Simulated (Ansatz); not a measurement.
# TiNiB in the AlB2 type: lattice stability ahead of a resistivity run

Question: is the lattice of TiNiB in the AlB2 type stable, and if so, what are its coupling constant and resistivity?

Calculated with Ansatz 0.2.0; DFT PBEsol, scalar-relativistic, plane waves, PAW; PAW set soft_1.

Report form: the programs' logs are mostly left out.

The structure was built from a prototype and need not be the compound's stable phase.

## Step 1: Starting point

The structure is hexagonal, space group P-6m2 (No. 187). Conventional cell: a = 3.394 Å, b = 3.394 Å, c = 3.564 Å, α = 90.00°, β = 90.00°, γ = 120.00°. Ti has 6 Ni at 2.65 Å and 6 B at 2.65 Å nearest. Nearest to B lie 3 Ni at 1.96 Å and 6 Ti at 2.65 Å. Ni has 3 B at 1.96 Å and 6 Ti at 2.65 Å nearest. Farther neighbours are not listed.

Structure file:

```cif
data_structure
_symmetry_space_group_name_H-M 'P-6m2'
_symmetry_Int_Tables_number 187
_cell_length_a 3.3942
_cell_length_b 3.3942
_cell_length_c 3.5639
_cell_angle_alpha 90.000
_cell_angle_beta 90.000
_cell_angle_gamma 120.000
_cell_volume 35.56
loop_
_atom_site_label
_atom_site_type_symbol
_atom_site_symmetry_multiplicity
_atom_site_Wyckoff_symbol
_atom_site_fract_x
_atom_site_fract_y
_atom_site_fract_z
_atom_site_occupancy
Ti1 Ti 1 a 0.00000 0.00000 0.00000 1
B1 B 1 d 0.33333 0.66667 0.50000 1
Ni1 Ni 1 f 0.66667 0.33333 0.50000 1
```

## Step 2: Rough relaxation

Large forces or a large pressure at the start call for a first relaxation with loose thresholds.

Input file input.yaml:

```yaml
crystal:
  lattice:
    - [3.39417, 0.0, 0.0]
    - [-1.69708, 2.93943, 0.0]
    - [0.0, 0.0, 3.56387]
  atoms:
    - { symbol: Ti, position: [0.0, 0.0, 0.0] }
    - { symbol: B, position: [0.33333333, 0.66666667, 0.5] }
    - { symbol: Ni, position: [0.66666667, 0.33333333, 0.5] }
kpoints:
  mp_grid: { grid: [6, 6, 6] }
hamiltonian:
  xc: pbesol
  pseudopotentials: { kind: paw, azcp: { folder: soft_1 }, xc_functional: pbe }
scf:
  occupations: { method: gaussian, width: 0.1 }
output:
  forces: true
  stress: true
  eigenvalues: true
relax:
  adjacent_minimum: "off"
  f_tol: 0.05
  max_steps: 80
  cell: { stress_tol: 0.5 }
```

Run with:

```console
$ ansatz run input.yaml --threads 4 --pin off --max-ram 12288MiB --backend cpu --events-out ev --progress --plain --runs-dir out
```

The job ended after 6.3 s (4 threads of Arm Neoverse V2, shared host; peak memory 0.43 GiB; 22 s of CPU time).

This run has no spin polarisation, although Ni can carry a moment.

Relaxation path:

```tsv
step	energy less that of the first step (eV)	largest force component (eV/Å)	pressure (GPa)	volume (Å³)
1	0.0000	0.0000	-11.47	35.56
2	-0.1269	0.0000	-1.52	33.36
3	-0.1778	0.0000	4.00	32.28
4	-0.2825	0.0000	7.28	31.43
5	-0.3706	0.0000	8.51	30.96
6	-0.4107	0.0000	1.11	31.42
7	-0.4342	0.0000	-2.56	32.20
8	-0.4386	0.0000	0.08	31.77
9*	-0.4387	0.0000	0.16	31.77
```

Relaxation steps marked * repeat the geometry before them on a plane-wave basis chosen anew for their cell, so energy and pressure can jump there.

The run keeps the 12 symmetry operations that it works with, so distortions that break them were not tested.

```tsv
cell as run	before	after	change
a (Å)	3.394	3.562	+5.0 %
b (Å)	3.394	3.562	+5.0 %
c (Å)	3.564	2.891	-18.9 %
volume (Å³/atom)	11.85	10.59	-10.7 %
```

Final coordinates:

```cif
data_structure
_symmetry_space_group_name_H-M 'P 1'
_symmetry_Int_Tables_number 1
_cell_length_a 3.5623
_cell_length_b 3.5623
_cell_length_c 2.8906
_cell_angle_alpha 90.000
_cell_angle_beta 90.000
_cell_angle_gamma 120.000
_cell_volume 31.77
loop_
_atom_site_label
_atom_site_type_symbol
_atom_site_fract_x
_atom_site_fract_y
_atom_site_fract_z
_atom_site_occupancy
Ti1 Ti 0.00000 0.00000 0.00000 1
B2 B 0.33333 0.66667 0.50000 1
Ni3 Ni 0.66667 0.33333 0.50000 1
```

Numbers from this step:

```
pressure          : 0.1636 GPa
volume per atom   : 10.59 Å³/atom
metallic on mesh  : yes
gap on the k-mesh : 0 eV
```

The largest force is now zero by symmetry and the largest stress component 0.22 GPa.

## Step 3: Relaxing cell and atoms

The structure is brought to rest under this functional.

input.yaml, the sections that differ from step 2:

```yaml
crystal:
  lattice:
    - [3.5623043611, -3.0298e-06, 0.0]
    - [-1.7811495567, 3.0850475876, 0.0]
    - [0.0, 0.0, 2.8905672681]
  atoms:
    - { symbol: Ti, position: [0.0, 0.0, 0.0] }
    - { symbol: B, position: [0.3333333333, 0.6666666667, 0.5] }
    - { symbol: Ni, position: [0.6666666667, 0.3333333333, 0.5] }
kpoints:
  mp_grid: { grid: [9, 9, 10] }
relax:
  adjacent_minimum: "off"
  f_tol: 0.005
  max_steps: 80
  cell: { stress_tol: 0.05 }
# hamiltonian, scf, output: as in step 2
```

It took 6.3 s on 4 threads; peak memory 0.49 GiB; 23 s of CPU time.

Step by step:

```tsv
step	energy less that of the first step (eV)	largest force component (eV/Å)	pressure (GPa)	volume (Å³)
1	0.0000	0.0000	0.16	31.77
2	-0.0004	0.0000	0.19	31.74
3	-0.0005	0.0000	-0.05	31.76
4	-0.0005	0.0000	0.00	31.75
5	-0.0005	0.0000	0.00	31.75
```

The log counts 1 steps on a newly chosen plane-wave basis, not all of them marked here; energy and pressure can jump at such steps.

```tsv
conventional cell, symmetrised	before	after	change
a (Å)	3.562	3.570	+0.2 %
b (Å)	3.562	3.570	+0.2 %
c (Å)	2.891	2.877	-0.5 %
volume (Å³/atom)	10.59	10.58	-0.0 %
```

Final coordinates:

```xyz
3
Lattice="3.5698 0.0000 0.0000 -1.7849 3.0915 0.0000 0.0000 0.0000 2.8773" Properties=species:S:1:pos:R:3 pbc="T T T"
Ti    0.0000    0.0000    0.0000
B     0.0000    2.0610    1.4387
Ni    1.7849    1.0305    1.4387
```

This step gave:

```
pressure        : 0.004944 GPa
volume per atom : 10.58 Å³/atom
```

The largest force is now zero by symmetry and the largest stress component 0.0058 GPa.

## Step 4: Tight relaxation

No force is left; the cell is relaxed once more with another smearing and tight thresholds.

input.yaml, the sections that differ from step 3:

```yaml
crystal:
  lattice:
    - [3.5697563324, -3.0361e-06, 0.0]
    - [-1.7848755368, 3.0915011872, 0.0]
    - [0.0, 0.0, 2.8773020842]
  atoms:
    - { symbol: Ti, position: [0.0, 0.0, 0.0] }
    - { symbol: B, position: [0.3333333333, 0.6666666667, 0.5] }
    - { symbol: Ni, position: [0.6666666667, 0.3333333333, 0.5] }
scf:
  occupations: { method: methfessel_paxton, width: 0.2 }
relax:
  adjacent_minimum: "off"
  f_tol: 0.001
  max_steps: 60
  cell: { stress_tol: 0.01 }
# kpoints, hamiltonian, output: as in step 3
```

Wall time 3.7 s (4 threads); peak memory 0.47 GiB; 13 s of CPU time.

Little changed from the start: no atom moved by 0.005 Å and no cell edge by 0.1 %.

This step gave:

- pressure: -0.002932 GPa

The largest force is now zero by symmetry and the largest stress component 0.0042 GPa, small enough for phonons.

## Step 5: Lattice stability: q 2×2×2, k 6×6×6

Couplings are defined for a stable lattice alone, so phonons come first.

Input file input.yaml:

```yaml
crystal:
  lattice:
    - [3.5697182715, -3.0361e-06, 0.0]
    - [-1.7848565064, 3.0914682256, 0.0]
    - [0.0, 0.0, 2.8769751245]
  atoms:
    - { symbol: Ti, position: [0.0, 0.0, 0.0] }
    - { symbol: B, position: [0.3333333333, 0.6666666667, 0.5] }
    - { symbol: Ni, position: [0.6666666667, 0.3333333333, 0.5] }
kpoints:
  mp_grid: { grid: [6, 6, 6] }
hamiltonian:
  xc: pbesol
  pseudopotentials: { kind: paw, azcp: { folder: soft_1 }, xc_functional: pbe }
scf:
  occupations: { method: methfessel_paxton, width: 0.2 }
output:
  eigenvalues: true
phonons:
  method: dfpt
  qmesh: [2, 2, 2]
  temperatures: { t_max: 1000, t_step: 50 }
  qpath:
    path:
      - [[0.0, 0.0, 0.0], [0.5, 0.0, 0.0], [0.33333333, 0.33333333, 0.0], [0.0, 0.0, 0.0], [0.0, 0.0, 0.5], [0.5, 0.0, 0.5], [0.33333333, 0.33333333, 0.5], [0.0, 0.0, 0.5]]
      - [[0.5, 0.0, 0.5], [0.5, 0.0, 0.0]]
      - [[0.33333333, 0.33333333, 0.5], [0.33333333, 0.33333333, 0.0]]
    npoints: 10
```

The job ended after 32 s (4 threads; peak memory 0.62 GiB; 2 min of CPU time).

This step gave:

- share of imaginary modes in the plain interpolation between solved wavevectors: 0.0964
- highest frequency, solved or plainly interpolated: 578.4 cm⁻¹

Solved on the 2×2×2 mesh alone; all other wavevectors are interpolated. The phonon branches at the labelled points (cm⁻¹):

```tsv
point	branch 1	branch 2	branch 3	branch 4	branch 5	branch 6	branch 7	branch 8	branch 9
Γ	0	0	0	227	227	245	378	533	533
halfway	112	116	188	221	222	232	359	547	554
M	163	176	181	216	218	284	337	561	574
halfway	173	178	179	213	217	290	334	563	576
K	179	180	186	209	214	297	331	566	578
halfway	126	132	199	214	225	238	354	550	559
Γ	0	0	0	227	227	245	378	533	533
halfway	89	115	115	156	220	220	285	521	521
A	-287	83	186	186	193	193	315	510	510
halfway	-258	-107	194	196	222	222	324	528	542
L	-229	-152	199	203	244	255	327	546	572
halfway	-226	-156	202	205	246	255	327	550	574
H	-222	-159	202	211	250	256	326	554	577
halfway	-250	-122	196	199	228	228	326	533	549
A	-287	83	186	186	193	193	315	510	510
jump to L	-229	-152	199	203	244	255	327	546	572
halfway	15	171	176	216	233	258	284	553	573
M	163	176	181	216	218	284	337	561	574
jump to H	-222	-159	202	211	250	256	326	554	577
halfway	-36	174	192	210	243	264	279	560	577
K	179	180	186	209	214	297	331	566	578
```

Lowest modes at the softest wavevector of the mesh. Modes at q = (0.000, 0.000, 0.500), with each element's share of the kinetic energy (negative means imaginary):

```tsv
mode	frequency (cm⁻¹)	Ti %	B %	Ni %
1	-287.3	0	90	10
2	82.9	0	10	90
3	186.0	100	0	0
4	186.0	100	0	0
5	192.9	0	9	91
6	192.9	0	9	91
```

Displacements in mode 1 (-287.3 cm⁻¹), the largest set to 1, in the home cell:
```
Ti1  0.00  0.00  0.00
B2   0.00  0.00  1.00
Ni3  0.00  0.00 -0.14
```

Displacements in mode 3 (186.0 cm⁻¹), the largest set to 1, in the home cell:
```
Ti1 0.00 1.00 0.00
B2  0.00 0.00 0.00
Ni3 0.00 0.00 0.00
```

Among the solved wavevectors the lowest mode, translations apart, is -287 cm⁻¹, imaginary.

## Step 6: Phonons: q 3×3×2, k 9×9×8

An imaginary mode on so few k-points may come from the sampling, so the phonons are repeated with another q and k mesh.

Changes to input.yaml since step 5:

```diff
@@ -10,3 +10,3 @@
 kpoints:
-  mp_grid: { grid: [6, 6, 6] }
+  mp_grid: { grid: [9, 9, 8] }
 hamiltonian:
@@ -20,3 +20,3 @@
   method: dfpt
-  qmesh: [2, 2, 2]
+  qmesh: [3, 3, 2]
   temperatures: { t_max: 1000, t_step: 50 }
```

Run time: 2.8 min. Hardware: 4 threads; peak memory 1.1 GiB; 11 min of CPU time.

This step gave:

* share of imaginary modes in the plain interpolation between solved wavevectors: 0.1103
* highest frequency, solved or plainly interpolated: 588.6 cm⁻¹

Solved on the 3×3×2 mesh alone; all other wavevectors are interpolated. The phonon branches at the labelled points (cm⁻¹):

```tsv
point	branch 1	branch 2	branch 3	branch 4	branch 5	branch 6	branch 7	branch 8	branch 9
Γ	0	0	0	236	236	238	384	536	536
halfway	104	105	168	216	228	228	361	539	550
M	146	157	169	180	216	280	338	550	567
halfway	75	171	178	202	225	280	338	543	580
K	-28	169	179	216	234	283	338	541	589
halfway	99	118	199	208	209	242	356	536	558
Γ	0	0	0	236	236	238	384	536	536
halfway	-108	113	114	114	226	226	286	519	519
A	-398	105	185	185	196	196	331	502	502
halfway	-370	-116	177	193	218	218	327	518	538
L	-334	-160	188	196	231	239	318	535	571
halfway	-330	-153	189	195	242	250	317	531	576
H	-324	-148	190	195	252	259	316	528	582
halfway	-362	-128	178	191	224	227	325	519	548
A	-398	105	185	185	196	196	331	502	502
jump to L	-334	-160	188	196	231	239	318	535	571
halfway	-81	53	168	197	211	252	277	542	569
M	146	157	169	180	216	280	338	550	567
jump to H	-324	-148	190	195	252	259	316	528	582
halfway	52	53	130	205	248	254	276	535	585
K	-28	169	179	216	234	283	338	541	589
```

Lowest modes at the softest wavevector of the mesh. Modes at q = (0.000, 0.000, 0.500), with each element's share of the kinetic energy (negative means imaginary):

```tsv
mode	frequency (cm⁻¹)	Ti %	B %	Ni %
1	-397.8	0	94	6
2	105.3	0	6	94
3	184.8	100	0	0
4	184.8	100	0	0
5	195.9	0	8	92
6	195.9	0	8	92
```

Displacements in mode 1 (-397.8 cm⁻¹), the largest set to 1, in the home cell:
```
Ti1  0.00  0.00  0.00
B2   0.00  0.00  1.00
Ni3  0.00  0.00 -0.11
```

Displacements in mode 6 (195.9 cm⁻¹), the largest set to 1, in the home cell (x, y, z of the real part, then of the imaginary part):
```
Ti1  0.00  0.00  0.00  0.00  0.00  0.00
B2   0.11 -0.70  0.00  0.07  0.01  0.00
Ni3  0.15 -1.00  0.00  0.10  0.01  0.00
```

The modes has structure finer than the step of the table below, so its rows give means over 25 cm⁻¹, whole bins alone (the curve runs from -405 to 616 cm⁻¹). Peaks (cm⁻¹: height): B 333.2: 0.00525, 532.3: 0.0415; Ni -142.0: 0.00458, 198.4: 0.0300; Ti 224.1: 0.0276, 314.0: 0.011.

Phonopy on the run's constants, 19x19x19 mesh, Gaussian sigma 7.3 cm⁻¹. Modes against wavenumber; means over each step; values in 1/cm⁻¹/cell:

```tsv
wavenumber (cm⁻¹)	B	Ni	Ti
-375	0.00123	7.5e-5	3.0e-6
-350	0.00245	1.1e-4	1.5e-5
-325	0.00386	1.1e-4	2.7e-5
-300	0.00226	7.1e-5	2.1e-5
-275	0.00200	4.9e-5	1.8e-5
-250	0.00126	6.6e-5	1.7e-5
-225	0.00170	7.7e-5	3.5e-5
-200	0.00105	2.3e-5	1.8e-5
-175	4.3e-5	1.8e-4	4.6e-5
-150	9.6e-4	0.00325	8.3e-4
-125	0.00150	0.00380	0.00113
-100	0.00108	0.00292	9.5e-4
-75	3.4e-4	0.00133	4.5e-4
-50	3.5e-4	0.00109	3.7e-4
-25	3.1e-4	0.00119	4.0e-4
0	6.6e-5	3.2e-4	1.2e-4
25	8.3e-5	8.1e-4	4.5e-4
50	2.0e-4	0.00285	0.00182
75	4.0e-4	0.00419	0.00336
100	4.0e-4	0.00477	0.00436
125	0.00105	0.00506	0.00481
150	0.00195	0.00771	0.00838
175	0.00194	0.00943	0.0146
200	0.00232	0.0254	0.0151
225	0.00191	0.0197	0.0244
250	0.00197	0.0118	0.0122
275	0.00192	0.00773	0.00898
300	0.00268	0.00102	0.00861
325	0.00398	2.5e-4	0.00693
350	0.00316	7.1e-5	4.0e-4
375	8.4e-4	3.4e-5	4.3e-5
400	3.3e-5	7.0e-7	7.0e-7
425	0	0	0
450	0	0	0
475	1.3e-5	1.4e-6	0
500	0.00294	2.1e-4	2.5e-5
525	0.0278	0.00132	4.3e-4
550	0.0253	0.00151	3.8e-4
575	0.0168	0.00136	1.5e-4
600	0.00171	1.3e-4	1.3e-5
```

No LO-TO term; unit eigenvectors of the mass-weighted matrix. Modes at Γ, with each element's share of the kinetic energy:

```tsv
mode	frequency (cm⁻¹)	symmetry	Ti %	B %	Ni %
1	0.0	unnamed	41	9	50
2	0.0	unnamed	41	9	50
3	0.0	unnamed	41	9	50
4	235.7	E'	58	2	39
5	235.7	E'	58	2	39
6	237.5	A2''	55	0	45
7	383.6	A2''	4	91	5
8	536.1	E'	1	89	11
9	536.1	E'	1	89	11
```

Displacements in mode 4 (235.7 cm⁻¹), the largest set to 1:
```
Ti1 -0.11  1.00  0.00
B2   0.05 -0.41  0.00
Ni3  0.08 -0.74  0.00
```

Displacements in mode 7 (383.6 cm⁻¹), the largest set to 1:
```
Ti1  0.00  0.00 -0.10
B2   0.00  0.00  1.00
Ni3  0.00  0.00 -0.10
```

Among the solved wavevectors the lowest mode, translations apart, is -398 cm⁻¹, imaginary.

## Step 7: Phonons: Fermi–Dirac smearing of 0.3 eV

The phonons are repeated on the same meshes with a wide Fermi–Dirac smearing, to see whether the soft mode comes from sharp features of the Fermi surface.

Changes to input.yaml since step 6:

```diff
@@ -15,3 +15,3 @@
 scf:
-  occupations: { method: methfessel_paxton, width: 0.2 }
+  occupations: { method: fermi_dirac, width: 0.3 }
 output:
```

It took 3.1 min on 4 threads; peak memory 1.2 GiB; 12 min of CPU time.

This step gave:

- share of imaginary modes in the plain interpolation between solved wavevectors: 0.0411
- highest frequency, solved or plainly interpolated: 579 cm⁻¹

Solved on the 3×3×2 mesh alone; all other wavevectors are interpolated. Phonon branches along the path, in cm⁻¹:

```tsv
point	branch 1	branch 2	branch 3	branch 4	branch 5	branch 6	branch 7	branch 8	branch 9
Γ	0	0	0	241	273	273	366	536	536
halfway	104	108	178	224	254	259	348	538	549
M	155	175	184	193	239	281	328	546	564
halfway	129	177	193	205	231	290	326	541	572
K	113	180	192	215	225	298	324	540	579
halfway	109	122	199	220	239	266	344	537	555
Γ	0	0	0	241	273	273	366	536	536
halfway	118	118	119	234	258	258	299	528	528
A	-89	163	199	199	216	216	326	519	519
halfway	-82	82	203	213	223	254	328	528	539
L	-126	104	207	218	247	264	324	537	559
halfway	-113	86	205	220	257	267	322	535	564
H	-96	60	204	223	267	271	319	534	568
halfway	-87	75	203	213	230	258	327	529	545
A	-89	163	199	199	216	216	326	519	519
jump to L	-126	104	207	218	247	264	324	537	559
halfway	48	175	220	230	235	268	291	541	561
M	155	175	184	193	239	281	328	546	564
jump to H	-96	60	204	223	267	271	319	534	568
halfway	88	153	203	242	256	268	289	537	573
K	113	180	192	215	225	298	324	540	579
```

Lowest modes at the softest wavevector of the mesh. Modes at q = (-0.333, 0.000, 0.500), with each element's share of the kinetic energy (negative means imaginary):

```tsv
mode	frequency (cm⁻¹)	Ti %	B %	Ni %
1	-106.3	30	6	65
2	88.6	3	86	10
3	205.3	0	7	93
4	214.3	100	0	0
5	234.6	12	3	85
6	260.4	67	8	25
```

Displacements in mode 1 (-106.3 cm⁻¹), the largest set to 1, in the home cell (x, y, z of the real part, then of the imaginary part):
```
Ti1  0.63  0.36  0.00 -0.17 -0.10  0.00
B2   0.00  0.00  0.65  0.00  0.00 -0.19
Ni3  0.00  0.00  0.96  0.00  0.00  0.28
```

Displacements in mode 6 (260.4 cm⁻¹), the largest set to 1, in the home cell (x, y, z of the real part, then of the imaginary part):
```
Ti1  0.96  0.55  0.00 -0.28 -0.16  0.00
B2   0.00  0.00 -0.75  0.00  0.00 -0.41
Ni3  0.00  0.00 -0.63  0.00  0.00 -0.08
```

Among the solved wavevectors the lowest mode, translations apart, is -106 cm⁻¹, imaginary.

For the lowest on path, step 6 gave -398 cm⁻¹; this run, with occupations Fermi-Dirac and smearing width 0.3 eV, gives -126 cm⁻¹.

## Step 8: Summary of results

| Item | Value |
| --- | --- |
| phonon run of the rows without a label of their own | PBEsol, q 3×3×2, k 9×9×8 |
| softest mode on the q mesh | -398 cm⁻¹ at q = (0, 0, 0.5) |
| highest frequency, solved or plainly interpolated | 589 cm⁻¹ |

In words: The lattice is dynamically unstable at this level: a mode at q = (0, 0, 0.5) is imaginary, 398i cm⁻¹, so no harmonic coupling constant or resistivity is defined for this structure. These meshes are coarse, and single modes of a metal can move by tens of cm⁻¹ with the k mesh. The phonon runs are not spin-polarised. The PAW files were made for PBE; under other functionals the run regenerates their frozen core. The structure was built by hand as an ordered model, and its stability against other phases was not tested.

[Logs are printed without paths, hosts, clocks, repeated set-up lines and the standing remarks that a program may print on its own settings, such as how far it seeks lower states.]

[Hosts, paths, dates, database ids (printed as entryN), source tags and the programs' standing remarks are cut or masked in the printed files.]
